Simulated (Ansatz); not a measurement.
**Te (P3_121): G0W0 under other settings**

Aim: change settings of a G0W0 run on Te (P3_121) and see what moves.

Main program and level: Ansatz 0.2.0; G0W0 on PBE, plane waves, PAW; PAW set soft_1.

### Step 1. The starting structure

Symmetry: P3_121, No. 152, trigonal system. The conventional cell has a = 4.457 Å, b = 4.457 Å, c = 5.929 Å, α = 90.00°, β = 90.00°, γ = 120.00°. Te has 2 Te at 2.84 Å nearest.

The cell and positions come from the Crystallography Open Database and are kept as given unless a step says otherwise. Spin-orbit coupling is left out unless a step names it.

### Step 2. The base run: 6×6×2 mesh, 304 empty bands, screening to 120 eV, PAW set soft_1 files

G0W0 replaces the xc potential by the self-energy, built once from these orbitals. Only a window of levels is corrected, while the sums run over the empty bands that the input names. This step takes PAW set soft_1 files.

input.yaml

```yaml
crystal:
  lattice:
    - [4.4572, 0.0, 0.0]
    - [-2.2286, 3.8600484297, 0.0]
    - [0.0, 0.0, 5.929]
  atoms:
    - { symbol: Te, position: [0.2633, 0.0, 0.3333333333] }
    - { symbol: Te, position: [0.0, 0.2633, 0.6666666667] }
    - { symbol: Te, position: [0.7367, 0.7367, 0.0] }
kpoints:
  mp_grid: { grid: [6, 6, 2] }
hamiltonian:
  xc: pbe
  pseudopotentials: { kind: paw, azcp: { folder: soft_1 } }
scf:
  occupations: { method: fixed }
gw:
  n_empty_bands: 304
  ecut_chi: 120
  qp_bands: [v2, c2]
  qp_kpoints: band_edges
  screening: { model: contour_deformation }
```

The run is started by

```bash
ansatz run input.yaml --threads 3 --pin off --max-ram 92160MiB --backend cuda --events-out ev --progress --plain --runs-dir out --devices 1 --max-vram 13GiB
```

Numbers of over 12 decimals in the logs are rounded to 6 here.

The log of the run:

```text
GPUs: using 1 of 1 available (devices: 1).
Engine: ansatz 0.2.0, x86_64-unknown-linux-gnu
Pseudopotentials: kind: paw
Pseudopotential: Te, paw, valence charge 16, recommended cutoff 420 eV (normal), soft_1/Te.paw.azcp
Functional definition: PBE
  parameter kappa = 0.804
  parameter beta = 0.066725
  exchange = pbe_x(kappa = kappa, mu = beta*pi^2/3)
  correlation = pbe_c(beta = beta)
device memory: the entry about to start is reckoned to put 0.9 GiB on a device that reports 56.5 GiB free (of which the cap on the GPU budget leaves the run 13.0 GiB)
GPU FFT provider: cuFFT
GPU libraries: cuBLAS 13.8.2, cuFFT 12.4.0, cuSOLVER 12.3.4
Crystal: 3 atoms, lattice volume = 102.008 Å³
Basis set: ecut = 420 eV, 2017 PW (Γ)
Bands: 29, of which v1, the nominal top of the filled ones, is band 24 counted from 1 (23 counted from 0)
Symmetry: 6 space group operations
Space group: P3121 (ITA 152), of the structure as read, at distance tolerance 4.7e-5 Å
k-points: 14 of 72 (time reversal used)
Non-local potential: Te, projectors of the file, l = 0: 2, l = 1: 2, l = 2: 2, l = 3: 1
PAW form: soft (Blöchl's): semilocal exchange-correlation on the pseudo side does not see the compensation charge
PAW one-centre angular grid: Te, 590 points (default); XC on 64 Gauss nodes
Initial density: superposition of atomic densities (chi_scale 0.1, normalization cell)
Initial wavefunctions: pseudopotential atomic-orbital guess
GPU buffer pool allocated for 36000 grid points (all kernels)
GPU transforms: local potential and band sums: pruned to the plane-wave sphere, on 30×30×40
Functional: x = pbe(κ = 0.804, μ = 0.219515), c = pbe(β = 0.066725)
SCF iter   1: F=—  HF=-20940.143613 eV  |F-HF|=—  |Δ(HF+E_count)|=         —  Δρ=1.60e-2  dr2=1.90e-1  ethr=3.10e-3  ⟨swp⟩=4.8  Hψ=1564  notcnv=0  defer=39
preconditioner: auto → Resta (q_TF=auto, 2.406 Å⁻¹)  ε∞=4.2  [insulator: Δε(μ)=0.240 eV  Ē_g=8.675 eV  n_scr=22 (ndim 8)  ℏωp=15.6 eV  f_vac=0.011  ε∞_Penn≈4.2]
SCF iter   2: F=—  HF=-20940.129380 eV  |F-HF|=—  |Δ(HF+E_count)|=   1.42e-2  Δρ=9.35e-3  dr2=6.44e-2  ethr=3.97e-4  ⟨swp⟩=2.0  Hψ=548  notcnv=0  defer=40
SCF iter   3: F=—  HF=-20940.127262 eV  |F-HF|=—  |Δ(HF+E_count)|=   2.12e-3  Δρ=8.69e-4  dr2=6.81e-4  ethr=1.34e-4  ⟨swp⟩=3.0  Hψ=592  notcnv=0  defer=40
SCF iter   4: F=—  HF=-20940.127636 eV  |F-HF|=—  |Δ(HF+E_count)|=   3.75e-4  Δρ=3.03e-4  dr2=8.83e-5  ethr=1.42e-6  ⟨swp⟩=2.0  Hψ=758  notcnv=0  defer=40
SCF iter   5: F=—  HF=-20940.127724 eV  |F-HF|=—  |Δ(HF+E_count)|=   8.78e-5  Δρ=1.05e-4  dr2=1.57e-5  ethr=1.84e-7  ⟨swp⟩=3.1  Hψ=743  notcnv=0  defer=40
SCF iter   6: F=—  HF=-20940.127744 eV  |F-HF|=—  |Δ(HF+E_count)|=   2.01e-5  Δρ=2.72e-5  dr2=1.03e-6  ethr=3.27e-8  ⟨swp⟩=2.0  Hψ=518  notcnv=0  defer=40
[...]
E_xc         = -367.789842
  E_vxc        = -305.953845  (∫ρ·V_xc dr)
  E_paw        = -14007.836247  (= ΣΔE_a)
  E_vpaw       = -1177.702748  (= ΣTr[D̂ρ^β])
  E_aug_tail   = 0.000270  (compensation charges beyond the density's cutoff)
  E_ewald      = -4786.899832
  E_smearing   = -0.000000  (= −TS)
  E_closure    = 0.000000  (closes the sum)
  Σ components = -20940.127746   (vs F -20940.127746, Δ=0.00e0)
--- Band table (eV; the first three rows and the last of 14) ---
  k-point 0: bands = [... 20 lower, 5.9216, 7.0688, 7.0688, 7.9718, 9.7624, 9.7624, 10.3869, 13.7008, ... 1 higher]
  k-point 1: bands = [... 20 lower, 6.0572, 7.3832, 7.6656, 7.6656, 9.2638, 9.3237, 9.3237, 12.7720, ... 1 higher]
  k-point 2: bands = [... 20 lower, 5.6170, 7.4489, 7.8001, 7.9455, 9.5977, 9.6989, 10.2792, 13.1528, ... 1 higher]
  k-point 13: bands = [... 20 lower, 3.7402, 7.6745, 8.7092, 8.7092, 8.8931, 10.1689, 10.1689, 14.6193, ... 1 higher]
--- G₀W₀: contour deformation, 8 samples at zero and on the imaginary axis and 1 off it, 72 q-points, 304 empty bands' worth ---
  eigenvalues of the whole cell's RPA ε∞ on this k-mesh (on a slab, of 1 + 4πα/V) = 53.2769, 617.8101, 617.8101; static W/v taken at q = 0 is 0.004194
  bands read: the sum over 328 bands ends inside a degenerate multiplet in 2 slots, whose members it reads at an even weight; the widest, k=12: bands 328 to 329 (counted from 1) at 1/2 each
  gw.qp_kpoints: band_edges: 10 of 14 stored k-points solved, in 1 pass; an edge of the gap read off the rows below is read off those points alone
    valence top: of the k-points left out ik 5 came nearest to being solved in a further pass, in band 24 (counted from 1, as in the quasiparticle table): it holds the edge there only if its correction is more favourable than any solved in that band by at least 0.998 eV; those differ by 0.056 eV
    conduction bottom: of the k-points left out ik 5 came nearest to being solved in a further pass, in band 25 (counted from 1, as in the quasiparticle table): it holds the edge there only if its correction is more favourable than any solved in that band by at least 1.211 eV; those differ by 0.051 eV
    ik  band        ε_KS         Σx   Σc(E_QP)       V_xc       Z   E_QP_lin       E_QP  E_QP is
     0    23      7.0688   -15.1303     1.6595   -13.1491  0.6849     6.7315     6.7471  root
     0    24      7.9718   -15.1991     1.3146   -13.5481  0.7064     7.6179     7.6355  root
     0    25      9.7624   -10.8666    -3.4423   -14.2643  0.7093     9.7180     9.7177  root
     0    26      9.7624   -10.8666    -3.4423   -14.2643  0.7093     9.7180     9.7177  root
     1    23      7.6656   -15.1484     1.2381   -13.5759  0.7063     7.3142     7.3313  root
     1    24      7.6656   -15.1484     1.2381   -13.5759  0.7063     7.3142     7.3313  root
     1    25      9.2638   -10.4717    -3.0647   -13.4430  0.7222     9.1710     9.1703  root
     1    26      9.3237    -9.8845    -3.3362   -13.1513  0.7322     9.2547     9.2543  root
[...]
13    23      8.7092   -15.3178     0.4882   -14.5395  0.7229     8.4085     8.4191  root
    13    24      8.7092   -15.3178     0.4882   -14.5395  0.7229     8.4085     8.4191  root
    13    25      8.8931   -11.0141    -2.9471   -13.9070  0.7274     8.8391     8.8388  root
    13    26     10.1689   -10.3497    -3.5703   -13.8813  0.7114    10.1304    10.1302  root
[key lines of the parts left out:]
SCF converged after 7 iterations
Free energy (F): -20940.127746 eV
Fermi energy:    8.709170 eV
```

It took 26 s on 1 × NVIDIA H100 80GB HBM3 (shared by 6 runs) with 3 threads of AMD EPYC 7R13 (Zen 3), shared host; peak memory 1.4 GiB.

In the SCF lines HF is the Harris–Foulkes energy and dr2 the Hartree energy of the density residual, in eV; the loop may stop once dr2 is under the threshold and the program's other checks hold. Hψ counts applications of the Hamiltonian.

Numbers from this step:

```yaml
bands_summed: 328
rpa_eps_infinity_on_this_mesh_eigenvalues: 53.28, 617.8, 617.8
plane_waves_in_the_screening_matrix: 299
q_points_in_the_mesh: 72
g0w0_gap_on_the_mesh: 0.4197 eV
k_of_the_valence_top: 0.3333, 0.3333, -0.5
k_of_the_conduction_bottom: 0.3333, 0.3333, -0.5
starting_gap_on_the_mesh: 0.1839 eV
z_at_the_valence_top: 0.7229
z_at_the_conduction_bottom: 0.7274
least_direct_g0w0_gap_on_the_computed_points: 0.4197 eV
```

The gap on the mesh goes from 0.18 eV to 0.42 eV, a correction of +0.24 eV. Between the two edge states, bare exchange in place of the xc potential would open the gap by 3.67 eV, and correlation takes back 3.44 eV.

### Step 3. Variant: coarser q mesh

input.yaml, as its differences from that of step 2:

```diff
@@ -17,4 +17,4 @@
 gw:
-  n_empty_bands: 304
-  ecut_chi: 120
+  n_empty_bands: 231
+  ecut_chi: 100
   qp_bands: [v2, c2]
@@ -22 +22,2 @@
   screening: { model: contour_deformation }
+  q_mesh: [3, 3, 1]
```

The log of the run:

```text
GPUs: using 1 of 1 available (devices: 1).
[...]
GPU FFT provider: cuFFT
GPU libraries: cuBLAS 13.8.2, cuFFT 12.4.0, cuSOLVER 12.3.4
Crystal: 3 atoms, lattice volume = 102.008 Å³
Basis set: ecut = 420 eV, 2017 PW (Γ)
Bands: 29, of which v1, the nominal top of the filled ones, is band 24 counted from 1 (23 counted from 0)
[... 1 set-up line as in the run before ...]
[...]
k-points: 14 of 72 (time reversal used)
[...]
GPU buffer pool allocated for 36000 grid points (all kernels)
[...]
SCF iter   1: F=—  HF=-20940.143613 eV  |F-HF|=—  |Δ(HF+E_count)|=         —  Δρ=1.60e-2  dr2=1.90e-1  ethr=3.10e-3  ⟨swp⟩=4.8  Hψ=1564  notcnv=0  defer=39
[...]
SCF iter   7: F=-20940.127746 eV  HF=-20940.127746 eV  |F-HF|=4.80e-8  |Δ(HF+E_count)|=   1.99e-6  Δρ=4.53e-6  dr2=2.02e-8  ethr=2.08e-10  ⟨swp⟩=13.7  Hψ=2207  notcnv=0
SCF 1 converged in 7 iterations: F = -20940.127746 eV  dr2 = 2.02e-8
[...]
NSCF: frozen V_eff on 14 k-points, pencils in batches of 32, up to order 116
[...]
NSCF: frozen V_eff on 14 k-points
G₀W₀ screening: q 1/3
[... further progress lines ...]
SCF converged after 7 iterations
Free energy (F): -20940.127746 eV
[...]
Internal energy: -20940.127746 eV  (E = F + TS)
E sigma→0 (E₀):  -20940.127746 eV
Fermi energy:    8.709170 eV
[...]
--- Band table (eV; the first three rows and the last of 14) ---
  k-point 0: bands = [... 20 lower, 5.9216, 7.0688, 7.0688, 7.9718, 9.7624, 9.7624, 10.3869, 13.7008, ... 1 higher]
  k-point 1: bands = [... 20 lower, 6.0572, 7.3832, 7.6656, 7.6656, 9.2638, 9.3237, 9.3237, 12.7720, ... 1 higher]
  k-point 2: bands = [... 20 lower, 5.6170, 7.4489, 7.8001, 7.9455, 9.5977, 9.6989, 10.2792, 13.1528, ... 1 higher]
  k-point 13: bands = [... 20 lower, 3.7402, 7.6745, 8.7092, 8.7092, 8.8931, 10.1689, 10.1689, 14.6193, ... 1 higher]
[...]
`?` marks the rows in doubt; gw_qp.tsv's column doubts and the gw_qp event give each row's grounds
[...]
0    23      7.0688   -15.2930     1.9028   -13.1491  0.6711     6.8151     6.8277  root
     0    24      7.9718   -15.5142     1.7223   -13.5481  0.6895     7.7156     7.7280  root
     0    25      9.7624   -10.7003    -3.5855   -14.2643  0.6917     9.7409     9.7408  root
     0    26      9.7624   -10.7003    -3.5855   -14.2643  0.6917     9.7409     9.7408  root
     1    23      7.6656   -15.4534     1.6234   -13.5759  0.6867     7.3979     7.4115  root
     1    24      7.6656   -15.4534     1.6234   -13.5759  0.6867     7.3979     7.4115  root
     1    25      9.2638   -10.0528    -3.4374   -13.4430  0.6956     9.2169     9.2165  root
     1    26      9.3237    -9.6613    -3.5363   -13.1513  0.7087     9.2777     9.2773  root
[...]
11    23      7.4943   -15.1195     1.2496   -13.6775  0.6864     7.2973     7.3019  root ?
[...]
13    23      8.7092   -15.8334     1.0884   -14.5395  0.6971     8.4966     8.5037  root
    13    24      8.7092   -15.8334     1.0884   -14.5395  0.6971     8.4966     8.5037  root
    13    25      8.8931   -10.2510    -3.6354   -13.9070  0.6963     8.9136     8.9136  root
    13    26     10.1689   -10.0160    -3.8604   -13.8813  0.6918    10.1738    10.1738  root
```

Wall time 11 s (1 × NVIDIA H100 80GB HBM3 (shared by 6 runs) with 3 threads); peak memory 1.2 GiB.

Against the base:

```
              setting  base    variant
          empty bands   304        231
screening cutoff (eV)   120        100
               q mesh     -  [3, 3, 1]
```

```
                                    quantity  variant   base
                    starting gap on the mesh    0.184  0.184
                        G0W0 gap on the mesh    0.410  0.420
least direct G0W0 gap on the computed points    0.410  0.420
                        Z at the valence top    0.697  0.723
                  Z at the conduction bottom    0.696  0.727
```

### Step 4. Variant: other PAW set

This step: G0W0 on PBE, plane waves, PAW.

input.yaml, as its differences from that of step 3:

```diff
@@ -13,3 +13,3 @@
   xc: pbe
-  pseudopotentials: { kind: paw, azcp: { folder: soft_1 } }
+  pseudopotentials: { kind: paw, source: jth }
 scf:
@@ -22,2 +22 @@
   screening: { model: contour_deformation }
-  q_mesh: [3, 3, 1]
```

The log of the run:

```text
Warning: <dir> the checks of this Te dataset prove no rule for summing its radial tables, as where they were carried onto another mesh than they were made on, and Gregory's rule is taken, under which a leading mesh point left out moves its sums only by what lay on the interval it spanned. That does not make them correct, and they differ from Quantum ESPRESSO's on this file; a re-export a fraction of a mesh step off can move them. hamiltonian.pseudopotentials.radial_quadrature: simpson_from_first_knot sums it by `pw.x`'s rule; on a PAW file no value gives `pw.x`'s numbers. What more to know: hamiltonian.pseudopotentials.radial_quadrature, in the input reference
GPUs: using 1 of 1 available (devices: 1).
[...]
GPU FFT provider: cuFFT
GPU libraries: cuBLAS 13.8.2, cuFFT 12.4.0, cuSOLVER 12.3.4
Crystal: 3 atoms, lattice volume = 102.008 Å³
Basis set: ecut = 540 eV, 2909 PW (Γ)
Bands: 13, of which v1, the nominal top of the filled ones, is band 9 counted from 1 (8 counted from 0)
[... 1 set-up line as in the run before ...]
[...]
k-points: 14 of 72 (time reversal used)
[...]
GPU buffer pool allocated for 58320 grid points (all kernels)
[...]
SCF iter   1: F=—  HF=-14800.313005 eV  |F-HF|=—  |Δ(HF+E_count)|=         —  Δρ=1.69e-2  dr2=2.21e-1  ethr=3.10e-3  ⟨swp⟩=5.2  Hψ=1078  notcnv=0  defer=16
[...]
SCF iter   7: F=-14800.280208 eV  HF=-14800.280208 eV  |F-HF|=5.85e-9  |Δ(HF+E_count)|=   1.29e-7  Δρ=1.55e-6  dr2=2.77e-9  ethr=5.56e-10  ⟨swp⟩=11.7  Hψ=1772  notcnv=0
SCF 1 converged in 7 iterations: F = -14800.280208 eV  dr2 = 2.77e-9
[...]
G₀W₀ screening: q 1/14
[... further progress lines ...]
SCF converged after 7 iterations
Free energy (F): -14800.280208 eV
[...]
Internal energy: -14800.280208 eV  (E = F + TS)
E sigma→0 (E₀):  -14800.280208 eV
Fermi energy:    5.997598 eV
[...]
--- Band table (eV; the first three rows and the last of 14) ---
  k-point 0: bands = [... 5 lower, 3.2015, 4.3493, 4.3493, 5.2741, 7.0726, 7.0726, 7.7137, 11.0961]
  k-point 1: bands = [... 5 lower, 3.3539, 4.6870, 4.9617, 4.9617, 6.5345, 6.6038, 6.6038, 10.1033]
  k-point 2: bands = [... 5 lower, 2.9057, 4.7297, 5.0907, 5.2391, 6.8896, 6.9960, 7.5811, 10.5320]
  k-point 13: bands = [... 5 lower, 1.0258, 4.9440, 5.9976, 5.9976, 6.1740, 7.4515, 7.4515, 12.0430]
[...]
0     8      4.3493   -15.0160     1.7834   -13.0236  0.6826     4.1353     4.1402  root
     0     9      5.2741   -15.1411     1.4277   -13.4935  0.7053     5.0485     5.0542  root
     0    10      7.0726   -10.8473    -3.2395   -14.1926  0.7066     7.1794     7.1784  root
     0    11      7.0726   -10.8473    -3.2395   -14.1926  0.7066     7.1794     7.1784  root
     1     8      4.9617   -15.0918     1.3705   -13.5094  0.7050     4.7449     4.7499  root
     1     9      4.9617   -15.0918     1.3705   -13.5094  0.7050     4.7449     4.7499  root
     1    10      6.5345   -10.2432    -2.8771   -13.1574  0.7210     6.5716     6.5715  root
     1    11      6.6038    -9.7319    -3.1305   -12.9355  0.7308     6.6772     6.6769  root
[...]
13     8      5.9976   -15.2548     0.6560   -14.4545  0.7217     5.8512     5.8533  root
    13     9      5.9976   -15.2548     0.6560   -14.4545  0.7217     5.8512     5.8533  root
    13    10      6.1740   -10.9582    -2.7189   -13.7830  0.7256     6.2808     6.2800  root
    13    11      7.4515   -10.1331    -3.3717   -13.6029  0.7103     7.5504     7.5497  root
```

Run time: 15 s. Hardware: 1 × NVIDIA H100 80GB HBM3 (shared by 6 runs) with 3 threads; peak memory 1.3 GiB.

The G0W0 gap on the mesh is 0.427 eV.

Against the base:

```
              setting            base  variant
                files  PAW set soft_1  JTH PAW
          empty bands             304      231
screening cutoff (eV)             120      100
```

```
                                    quantity  variant   base
                    starting gap on the mesh    0.176  0.184
                        G0W0 gap on the mesh    0.427  0.420
least direct G0W0 gap on the computed points    0.427  0.420
                        Z at the valence top    0.722  0.723
                  Z at the conduction bottom    0.726  0.727
```

### Step 5. Summary of results

| Property | Result |
| --- | --- |
| base | 0.42 eV, 26 s |
| coarser q mesh | 0.41 eV, 11 s |
| other PAW set | 0.43 eV, 15 s |

In words: Coarser q mesh: the gap moves by −0.01 eV and the time by a factor of 0.40; such settings are too crude to quote. The variant differs from the base in empty bands, screening cutoff and q mesh together, so the change can't be laid to one of them. Other PAW set: the gap moves by +0.01 eV (the plane-wave cutoff goes from 420 to 540 eV). The variant differs from the base in files, empty bands and screening cutoff together, so the change can't be laid to one of them. All runs here use a coarse mesh and modest cutoffs; they test settings and are not final values. The 6×6×2 mesh is coarse for this cell (its supercell is 12 Å along the shortest edge). The RPA ε∞ on it, from the PBE start, is 53.28 and 617.81; such meshes misread the long-range screening, most where the gap is narrow. With atoms this heavy and so narrow a gap, spin-orbit coupling can invert the bands. These scalar-relativistic gaps are then model values, not to be set against experiment, and a spin-orbit change taken from DFT can't simply be added. On this mesh the RPA ε∞ passes 90, more than nearly any semiconductor shows; a coarse mesh does this where one point with a narrow direct gap carries much weight. The screening is then too strong, and the G0W0 gap should not be taken as the material's.

[Paths, hosts, dates, memory and timing lines, banners, echoed tables and standing remarks are left out of the program output.]

[Logs are printed without paths, hosts, clocks, repeated set-up lines and the standing remarks that a program may print on its own settings, such as how far it seeks lower states.]

[Runs of the session that timed out or met a known fault of the program may be left out.]

[Cells called generated may have been cut or substituted from an entry of the Crystallography Open Database or the Materials Project.]

[Hosts, paths, dates, database ids (printed as entryN), source tags and the programs' standing remarks are cut or masked in the printed files.]
